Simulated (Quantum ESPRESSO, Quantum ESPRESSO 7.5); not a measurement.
**Os(0001), 4 layers: cutoff convergence**

Which setting serves for Os(0001), 4 layers? The runs below step through one kind of setting.

Method: plane-wave DFT, PBE, SG15 norm-conserving pseudopotentials, in Quantum ESPRESSO 7.5.

### 1. The starting structure

The cell holds 4 atoms: 4 Os. Cell: a = 2.740 Å, b = 2.740 Å, c = 22.490 Å, α = 90.0°, β = 90.0°, γ = 60.0°. It derives from Os. Vacuum lies along c.

### 2. SCF with pw.x: ecutwfc 90 Ry, ecutrho 360 Ry

The first run is the reference of the series.

Contents of c0.in:

```
&control
  prefix = 'c0'
  outdir = './out'
  pseudo_dir = './pseudo'
  calculation = 'scf'
  tprnfor = .true.
/
&system
  ibrav = 0
  nat = 4
  ntyp = 1
  ecutwfc = 90
  ecutrho = 360
  occupations = 'smearing'
  smearing = 'mv'
  degauss = 0.02
  assume_isolated = 'esm'
  esm_bc = 'bc1'
/
&electrons
  conv_thr = 1e-07
  mixing_beta = 0.4
  electron_maxstep = 120
  mixing_mode = 'local-TF'
/
ATOMIC_SPECIES
  Os  190.2300  Os_ONCV_PBE-1.2.upf
CELL_PARAMETERS angstrom
  2.74000000000000 0.00000000000000 0.00000000000000
  1.37000000000000 2.37290960636936 0.00000000000000
  0.00000000000000 0.00000000000000 22.48969000000000
ATOMIC_POSITIONS crystal
  Os  0.666666666700 0.666666666700 -0.144281446298
  Os  0.000000000000 0.000000000000 -0.048093815433
  Os  0.666666666700 0.666666666700 0.048093815433
  Os  0.000000000000 0.000000000000 0.144281446298
K_POINTS automatic
  12 12 1 0 0 0
```

Run with:

```sh
> OMP_NUM_THREADS=1 mpirun -n 4 pw.x -nk 4 -in c0.in > c0.out
```

Log:

```text
Program PWSCF v.7.5 starts
[citation notice left out]

     Parallel version (MPI & OpenMP), running on       4 processor cores
     Number of MPI processes:                 4
     Threads/MPI process:                     1

     MPI processes distributed on     1 nodes
[...]
Current dimensions of program PWSCF are:
     Max number of different atomic species (ntypx) = 10
     Max number of k-points (npk) =  40000
     Max angular momentum in pseudopotentials (lmaxx) =  4
     Message from routine setup:
     using ibrav=0 with symmetry is DISCOURAGED, use correct ibrav instead

     K-points division:     npool     =       4
     Subspace diagonalization in iterative solution of the eigenvalue problem:
     a serial algorithm will be used

     G-vector sticks info
     --------------------
     sticks:   dense  smooth     PW     G-vecs:    dense   smooth      PW
     Sum         673     673    199               113933   113933   18915

     Using Slab Decomposition

     bravais-lattice index     =            0
     lattice parameter (alat)  =       5.1778  a.u.
     unit-cell volume          =     986.7607 (a.u.)^3
     number of atoms/cell      =            4
     number of atomic types    =            1
     number of electrons       =        64.00
     number of Kohn-Sham states=           38
     kinetic-energy cutoff     =      90.0000  Ry
     charge density cutoff     =     360.0000  Ry
     scf convergence threshold =      1.0E-07
     mixing beta               =       0.4000
     number of iterations used =            8  local-TF  mixing
     Exchange-correlation= PBE
                           (   1   4   3   4   0   0   0)

     Effective Screening Medium Method
     =================================
     Boundary Conditions: Vacuum-Slab-Vacuum
     total charge in unit cell        =   0.0000
     grid points for fit at edges     =        4

     celldm(1)=   5.177850  celldm(2)=   0.000000  celldm(3)=   0.000000
     celldm(4)=   0.000000  celldm(5)=   0.000000  celldm(6)=   0.000000

     crystal axes: (cart. coord. in units of alat)
               a(1) = (   1.000000   0.000000   0.000000 )
               a(2) = (   0.500000   0.866025   0.000000 )
               a(3) = (   0.000000   0.000000   8.207916 )

     reciprocal axes: (cart. coord. in units 2 pi/alat)
               b(1) = (  1.000000 -0.577350  0.000000 )
               b(2) = (  0.000000  1.154701  0.000000 )
               b(3) = (  0.000000  0.000000  0.121834 )

     PseudoPot. # 1 for Os read from file:
     ./pseudo/Os_ONCV_PBE-1.2.upf
     Pseudo is Norm-conserving, Zval = 16.0
     Generated using ONCVPSP code by D. R. Hamann
     Using radial grid of  602 points,  8 beta functions with:
                l(1) =   0
                l(2) =   0
                l(3) =   1
                l(4) =   1
                l(5) =   2
                l(6) =   2
                l(7) =   3
                l(8) =   3

     atomic species   valence    mass     pseudopotential
     Os               16.00   190.23000     Os( 1.00)

     12 Sym. Ops., with inversion, found ( 6 have fractional translation)

   Cartesian axes

     site n.     atom                  positions (alat units)
         1        Os     tau(   1) = (   1.0000000   0.5773503  -1.1842500  )
         2        Os     tau(   2) = (   0.0000000   0.0000000  -0.3947500  )
         3        Os     tau(   3) = (   1.0000000   0.5773503   0.3947500  )
         4        Os     tau(   4) = (   0.0000000   0.0000000   1.1842500  )

     number of k points=    19  Marzari-Vanderbilt smearing, width (Ry)=  0.0200
                       cart. coord. in units 2pi/alat
        k(    1) = (   0.0000000   0.0000000   0.0000000), wk =   0.0138889
        k(    2) = (   0.0000000   0.0962250   0.0000000), wk =   0.0833333
        k(    3) = (   0.0000000   0.1924501   0.0000000), wk =   0.0833333
        k(    4) = (   0.0000000   0.2886751   0.0000000), wk =   0.0833333
        k(    5) = (   0.0000000   0.3849002   0.0000000), wk =   0.0833333
        k(    6) = (   0.0000000   0.4811252   0.0000000), wk =   0.0833333
        k(    7) = (   0.0000000  -0.5773503   0.0000000), wk =   0.0416667
        k(    8) = (   0.0833333   0.1443376   0.0000000), wk =   0.0833333
        k(    9) = (   0.0833333   0.2405626   0.0000000), wk =   0.1666667
        k(   10) = (   0.0833333   0.3367877   0.0000000), wk =   0.1666667
[...]
k(   19) = (   0.3333333  -0.5773503   0.0000000), wk =   0.0277778

     Dense  grid:   113933 G-vectors     FFT dimensions: (  36,  36, 270)

     Estimated max dynamical RAM per process >     201.95 MB

     Estimated total dynamical RAM >     724.34 MB

     Initial potential from superposition of free atoms

     starting charge      63.8375, renormalised to      64.0000

     negative rho (up, down):  2.534E-04 0.000E+00
     Starting wfcs are random

     total cpu time spent up to now is        1.7 secs

     per-process dynamical memory:   133.3 Mb

     Self-consistent Calculation

     iteration #  1     ecut=    90.00 Ry     beta= 0.40
     Davidson diagonalization with overlap
     c_bands:  4 eigenvalues not converged
     c_bands:  4 eigenvalues not converged
     c_bands:  4 eigenvalues not converged
     ethr =  1.00E-02,  avg # of iterations = 45.7

     Threshold (ethr) on eigenvalues was too large:
     Diagonalizing with lowered threshold

     Davidson diagonalization with overlap
     c_bands:  3 eigenvalues not converged
     ethr =  9.25E-04,  avg # of iterations = 14.9

     negative rho (up, down):  8.923E-06 0.000E+00

     total cpu time spent up to now is       75.3 secs

     total energy              =    -735.89789415 Ry
     estimated scf accuracy    <       0.23689114 Ry

     iteration #  2     ecut=    90.00 Ry     beta= 0.40
[...]
c_bands:  4 eigenvalues not converged
[...]
negative rho (up, down):  1.017E-05 0.000E+00

[...]
total energy              =    -735.93733338 Ry
     estimated scf accuracy    <       0.12636886 Ry

     iteration #  3     ecut=    90.00 Ry     beta= 0.40
[...]
c_bands:  1 eigenvalues not converged
     c_bands:  2 eigenvalues not converged
[...]
total energy              =    -736.01809425 Ry
     estimated scf accuracy    <       0.01055648 Ry

     iteration #  4     ecut=    90.00 Ry     beta= 0.40
[...]
c_bands:  3 eigenvalues not converged
     c_bands:  2 eigenvalues not converged
     c_bands:  1 eigenvalues not converged
     c_bands:  1 eigenvalues not converged
[...]
total energy              =    -736.06767585 Ry
     estimated scf accuracy    <       0.01023354 Ry

     iteration #  5     ecut=    90.00 Ry     beta= 0.40
[...]
negative rho (up, down):  2.710E-08 0.000E+00

[...]
total energy              =    -736.06257069 Ry
     estimated scf accuracy    <       0.01203260 Ry

     iteration #  6     ecut=    90.00 Ry     beta= 0.40
[...]
total energy              =    -736.06332203 Ry
     estimated scf accuracy    <       0.00181113 Ry

     iteration #  7     ecut=    90.00 Ry     beta= 0.40
[...]
c_bands:  3 eigenvalues not converged
     c_bands:  2 eigenvalues not converged
     c_bands:  2 eigenvalues not converged
     c_bands:  2 eigenvalues not converged
[...]
total energy              =    -736.06568107 Ry
     estimated scf accuracy    <       0.00053092 Ry

     iteration #  8     ecut=    90.00 Ry     beta= 0.40
[...]
c_bands:  2 eigenvalues not converged
[...]
total energy              =    -736.06549926 Ry
     estimated scf accuracy    <       0.00308425 Ry

     iteration #  9     ecut=    90.00 Ry     beta= 0.40
[...]
total energy              =    -736.06451193 Ry
     estimated scf accuracy    <       0.00149995 Ry

     iteration # 10     ecut=    90.00 Ry     beta= 0.40
[...]
c_bands:  3 eigenvalues not converged
     c_bands:  1 eigenvalues not converged
     c_bands:  3 eigenvalues not converged
[...]
negative rho (up, down):  1.217E-07 0.000E+00

[...]
total energy              =    -736.06456471 Ry
     estimated scf accuracy    <       0.00036858 Ry

     iteration # 11     ecut=    90.00 Ry     beta= 0.40
[...]
c_bands:  3 eigenvalues not converged
     c_bands:  2 eigenvalues not converged
[...]
negative rho (up, down):  1.253E-05 0.000E+00

[...]
total energy              =    -736.06447615 Ry
     estimated scf accuracy    <       0.00006614 Ry

     iteration # 12     ecut=    90.00 Ry     beta= 0.40
[...]
c_bands:  2 eigenvalues not converged
     c_bands:  4 eigenvalues not converged
[...]
total energy              =    -736.06428323 Ry
     estimated scf accuracy    <       0.00000992 Ry

     iteration # 13     ecut=    90.00 Ry     beta= 0.40
[...]
c_bands:  1 eigenvalues not converged
     c_bands:  1 eigenvalues not converged
[...]
negative rho (up, down):  1.367E-05 0.000E+00

[...]
total energy              =    -736.06408931 Ry
     estimated scf accuracy    <       0.00000408 Ry

     iteration # 14     ecut=    90.00 Ry     beta= 0.40
[...]
negative rho (up, down):  4.231E-06 0.000E+00

[...]
total energy              =    -736.06405367 Ry
     estimated scf accuracy    <       0.00000036 Ry

     iteration # 15     ecut=    90.00 Ry     beta= 0.40
[...]
c_bands:  1 eigenvalues not converged
     c_bands:  1 eigenvalues not converged
[...]
total energy              =    -736.06405548 Ry
     estimated scf accuracy    <       0.00000319 Ry

     iteration # 16     ecut=    90.00 Ry     beta= 0.40
[...]
negative rho (up, down):  5.318E-07 0.000E+00

[...]
total energy              =    -736.06403095 Ry
     estimated scf accuracy    <       0.00000160 Ry

     iteration # 17     ecut=    90.00 Ry     beta= 0.40
[...]
End of self-consistent calculation

          k = 0.0000 0.0000 0.0000 ( 14283 PWs)   bands (ev):

   -92.2130 -92.1568 -91.7491 -91.7488 -51.9738 -51.5289 -51.2198 -51.2198
   -51.1330 -51.1330 -51.0557 -50.9284 -50.6966 -50.6966 -50.6958 -50.6958
   -15.7268 -14.1497 -12.9194 -12.8480  -8.6401  -8.6401  -8.5386  -8.4777
    -8.4340  -8.4340  -7.9149  -7.6893  -7.6893  -7.5758  -7.5758  -6.2017
    -6.2017  -6.0109  -5.0490  -4.9495  -4.9493  -3.9526

          k = 0.0000 0.0962 0.0000 ( 14227 PWs)   bands (ev):

   -92.2083 -92.1538 -91.7455 -91.7453 -51.9569 -51.5340 -51.2572 -51.2345
   -51.2038 -51.1430 -51.0316 -50.9365 -50.7439 -50.7406 -50.7079 -50.7070
   -15.4541 -13.8859 -12.6612 -12.5653  -9.0089  -8.8220  -8.7567  -8.4376
    -8.4264  -8.2494  -7.9047  -7.7595  -7.6001  -7.5064  -7.3742  -6.5400
    -6.2803  -6.1302  -5.7793  -5.0283  -4.8036  -3.9776

          k = 0.0000 0.1925 0.0000 ( 14211 PWs)   bands (ev):

   -92.1954 -92.1457 -91.7357 -91.7355 -51.9110 -51.5734 -51.3611 -51.3258
   -51.2739 -51.1707 -51.0104 -50.9670 -50.8723 -50.8495 -50.7387 -50.7373
   -14.7028 -13.1990 -12.0184 -11.8339  -9.7004  -9.3534  -9.2865  -8.6070
    -8.4425  -7.8604  -7.8358  -7.7114  -7.6679  -7.1611  -7.1285  -6.7794
    -6.6020  -6.1597  -5.7971  -5.1600  -4.4647  -4.0195

          k = 0.0000 0.2887 0.0000 ( 14188 PWs)   bands (ev):

   -92.1772 -92.1352 -91.7223 -91.7222 -51.8552 -51.6924 -51.5290 -51.3829
   -51.3262 -51.2093 -51.0547 -51.0505 -50.9892 -50.9397 -50.7805 -50.7785
   -13.7117 -12.4991 -11.5574 -11.2475 -10.2468  -9.7675  -9.6002  -8.8913
    -8.5485  -7.8604  -7.8120  -7.6783  -7.6006  -7.1855  -6.4500  -6.1929
    -5.8789  -5.4927  -5.3476  -5.0151  -4.0446  -3.9590

          k = 0.0000 0.3849 0.0000 ( 14226 PWs)   bands (ev):

   -92.1580 -92.1255 -91.7089 -91.7089 -51.8590 -51.8390 -51.6360 -51.4393
   -51.3773 -51.2484 -51.2043 -51.1524 -50.9897 -50.9828 -50.8220 -50.8194
   -12.9627 -12.3506 -11.7151 -11.3799 -10.5293 -10.1416  -9.8516  -8.2870
    -8.1443  -8.1000  -7.9546  -7.1111  -6.9243  -6.7317  -5.5795  -5.0924
    -4.9579  -4.8176  -4.2911  -4.1663  -3.8852  -3.3436

          k = 0.0000 0.4811 0.0000 ( 14224 PWs)   bands (ev):

   -92.1428 -92.1196 -91.6991 -91.6990 -51.9727 -51.9202 -51.6325 -51.5160
   -51.4140 -51.2989 -51.2773 -51.1999 -51.0075 -50.9916 -50.8523 -50.8492
   -12.7550 -12.5478 -12.0583 -11.4600 -10.7463 -10.5604  -9.9331  -8.3949
    -8.3715  -7.4927  -7.3694  -6.9430  -5.9583  -5.1532  -5.0536  -4.3088
    -3.7793  -3.5752  -3.5569  -3.3735  -3.0775  -2.8492

[...]
the Fermi energy is    -5.3992 ev

!    total energy              =    -736.06402760 Ry
     estimated scf accuracy    <       0.00000005 Ry
     smearing contrib. (-TS)   =       0.00074322 Ry
     internal energy E=F+TS    =    -736.06477083 Ry

     The total energy is F=E-TS. E is the sum of the following terms:
     one-electron contribution =   11746.66709221 Ry
     hartree contribution      =   -5906.62876127 Ry
     xc contribution           =     -76.01358780 Ry
     ewald contribution        =   -6500.08951397 Ry

     convergence has been achieved in  17 iterations

     Forces acting on atoms (cartesian axes, Ry/au):

     atom    1 type  1   force =     0.00000000    0.00000000    0.02189624
     atom    2 type  1   force =     0.00000000    0.00000000   -0.02201611
     atom    3 type  1   force =     0.00000000    0.00000000    0.02201611
     atom    4 type  1   force =     0.00000000    0.00000000   -0.02189624

     Total force =     0.043913     Total SCF correction =     0.001454

[...]
=------------------------------------------------------------------------------=
   JOB DONE.
=------------------------------------------------------------------------------=
[...]
```

Elapsed: 3.9 min, on 4 MPI ranks of Arm Neoverse V2, shared host; peak memory 0.8 GiB.

This step gave:

* free energy: -10014.6613 eV
* Fermi energy: -5.399 eV
* vacuum line at the lower end of the cell, over the Fermi level: 5.399 eV
* vacuum line at the upper end of the cell, over the Fermi level: 5.399 eV

Electrostatic potential energy of an electron; zero at the Fermi level. Table of potential energy, planar mean by z:

| z (Å) | potential energy, planar mean (eV) |
| --- | --- |
| -11.0 | 5.40 |
| -10.5 | 5.40 |
| -10.0 | 5.40 |
| -9.5 | 5.40 |
| -9.0 | 5.40 |
| -8.5 | 5.40 |
| -8.0 | 5.40 |
| -7.5 | 5.40 |
| -7.0 | 5.39 |
| -6.5 | 5.38 |
| -6.0 | 5.34 |
| -5.5 | 5.17 |
| -5.0 | 4.55 |
| -4.5 | 2.30 |
| -4.0 | -6.16 |
| -3.5 | -40.6 |
| -3.0 | -41.4 |
| -2.5 | -7.18 |
| -2.0 | -3.88 |
| -1.5 | -26.0 |
| -1.0 | -53.2 |
| -0.5 | -14.3 |
| 0.0 | -2.98 |
| 0.5 | -14.3 |
| 1.0 | -53.2 |
| 1.5 | -26.0 |
| 2.0 | -3.88 |
| 2.5 | -7.18 |
| 3.0 | -41.4 |
| 3.5 | -40.6 |
| 4.0 | -6.16 |
| 4.5 | 2.30 |
| 5.0 | 4.55 |
| 5.5 | 5.17 |
| 6.0 | 5.34 |
| 6.5 | 5.38 |
| 7.0 | 5.39 |
| 7.5 | 5.40 |
| 8.0 | 5.40 |
| 8.5 | 5.40 |
| 9.0 | 5.40 |
| 9.5 | 5.40 |
| 10.0 | 5.40 |
| 10.5 | 5.40 |
| 11.0 | 5.40 |

The program's own clock; routines nest. Time by routine:

| routine | wall time (s) | calls |
| --- | --- | --- |
| PWSCF | 236.3 | 1 |
| electrons | 233.9 | 1 |
| c_bands | 211.5 | 18 |
| cegterg | 182.8 | 104 |
| h_psi | 140.2 | 1455 |
| vloc_psi | 109.2 | 1455 |
| fftw | 106.9 | 51072 |
| calbec | 15.63 | 1475 |
| add_vuspsi | 15.44 | 1455 |
| h_psi:calbec | 15.18 | 1455 |
| mix_rho | 11.3 | 18 |
| sum_band | 8.97 | 18 |
| ffts | 7.47 | 1724 |
| v_of_rho | 1.97 | 18 |

The vacuum levels are read from the outermost 0.7 Å of the cell on either side.

The run needed 17 iterations to bring the estimated error under 1e-07 Ry; the largest force on any atom, held or free, is 0.57 eV/Å.

Inside the slab this potential holds the local part of the pseudopotentials, which can be repulsive at the nuclei; only its value in the vacuum has a meaning of its own.

### 3. SCF with pw.x: ecutwfc 75 Ry, ecutrho 300 Ry

c1.in, as its differences from the input of step 2:

```diff
@@ -1,3 +1,3 @@
 &control
-  prefix = 'c0'
+  prefix = 'c1'
   outdir = './out'
@@ -11,4 +11,4 @@
   ntyp = 1
-  ecutwfc = 90
-  ecutrho = 360
+  ecutwfc = 75
+  ecutrho = 300
   occupations = 'smearing'
```

Run with:

```sh
> OMP_NUM_THREADS=1 mpirun -n 4 pw.x -nk 4 -in c1.in > c1.out
```

Log:

```text
[banner, memory and clock lines left out]
Program PWSCF v.7.5 starts
[...]
Message from routine setup:
[...]
number of electrons       =        64.00
     number of Kohn-Sham states=           38
     kinetic-energy cutoff     =      75.0000  Ry
     charge density cutoff     =     300.0000  Ry
[...]
number of k points=    19  Marzari-Vanderbilt smearing, width (Ry)=  0.0200
[...]
Dense  grid:    86677 G-vectors     FFT dimensions: (  30,  30, 240)
[...]
negative rho (up, down):  1.433E-04 0.000E+00
     Starting wfcs are random
[...]
negative rho (up, down):  1.507E-07 0.000E+00
[...]
estimated scf accuracy    <       0.22805105 Ry
[...]
estimated scf accuracy    <       0.13096905 Ry
[...]
estimated scf accuracy    <       0.01914075 Ry
[...]
estimated scf accuracy    <       0.00441446 Ry
[...]
estimated scf accuracy    <       0.00384158 Ry
[...]
estimated scf accuracy    <       0.00793623 Ry
[...]
estimated scf accuracy    <       0.00049068 Ry
[...]
estimated scf accuracy    <       0.00302106 Ry
[...]
estimated scf accuracy    <       0.00097762 Ry
[...]
estimated scf accuracy    <       0.00088018 Ry
[...]
estimated scf accuracy    <       0.00034440 Ry
[...]
estimated scf accuracy    <       0.00017749 Ry
[...]
negative rho (up, down):  3.296E-05 0.000E+00
[...]
estimated scf accuracy    <       0.00005418 Ry
[...]
negative rho (up, down):  1.945E-06 0.000E+00
[...]
estimated scf accuracy    <       0.00000575 Ry
[...]
negative rho (up, down):  3.578E-06 0.000E+00
[...]
estimated scf accuracy    <       0.00001451 Ry
[...]
estimated scf accuracy    <       0.00000607 Ry
[...]
estimated scf accuracy    <       0.00000453 Ry
[...]
negative rho (up, down):  2.554E-06 0.000E+00
[...]
estimated scf accuracy    <       0.00000151 Ry
[...]
estimated scf accuracy    <       0.00000219 Ry
[...]
the Fermi energy is    -5.3976 ev
!    total energy              =    -736.06280778 Ry
     estimated scf accuracy    <       0.00000002 Ry
     smearing contrib. (-TS)   =       0.00074343 Ry
     internal energy E=F+TS    =    -736.06355122 Ry
[...]
one-electron contribution =   11746.67431332 Ry
     hartree contribution      =   -5906.63457456 Ry
     xc contribution           =     -76.01377601 Ry
     ewald contribution        =   -6500.08951397 Ry
     convergence has been achieved in  20 iterations
[...]
Total force =     0.043640     Total SCF correction =     0.001296
[...]
```

It took 2.4 min on 4 MPI ranks; peak memory 0.64 GiB; 9.7 min of CPU time.

This step gave:

* free energy: -10014.6447 eV
* Fermi energy: -5.398 eV
* vacuum line at the lower end of the cell, over the Fermi level: 5.398 eV
* vacuum line at the upper end of the cell, over the Fermi level: 5.398 eV

The program's own clock; routines nest. Time by routine:

| routine | wall time (s) | calls |
| --- | --- | --- |
| PWSCF | 145.6 | 1 |
| electrons | 143.9 | 1 |
| c_bands | 129.6 | 21 |
| cegterg | 112.9 | 115 |
| h_psi | 82.82 | 1449 |
| vloc_psi | 60.52 | 1449 |
| fftw | 59.87 | 48948 |
| calbec | 11.24 | 1469 |
| add_vuspsi | 11.11 | 1449 |
| h_psi:calbec | 10.9 | 1449 |
| mix_rho | 6.65 | 21 |
| sum_band | 6.21 | 21 |
| ffts | 3.76 | 1800 |
| cdiaghg | 1.85 | 1431 |

Counted from each run's own zero (the Fermi level), the vacuum level differs from the first run's by -2 meV.

[end of part 1 of 2]

[Logs are printed without paths, hosts, clocks, repeated set-up lines and the standing remarks that a program may print on its own settings, such as how far it seeks lower states.]

[Hosts, paths, dates, database ids (printed as entryN), source tags and the programs' standing remarks are cut or masked in the printed files.]

[Maps of the electrostatic potential energy from Ansatz leave out the sawtooth potential of an applied field or a dipole correction, so their vacuum need not be flat; planar profiles and work functions include it.]
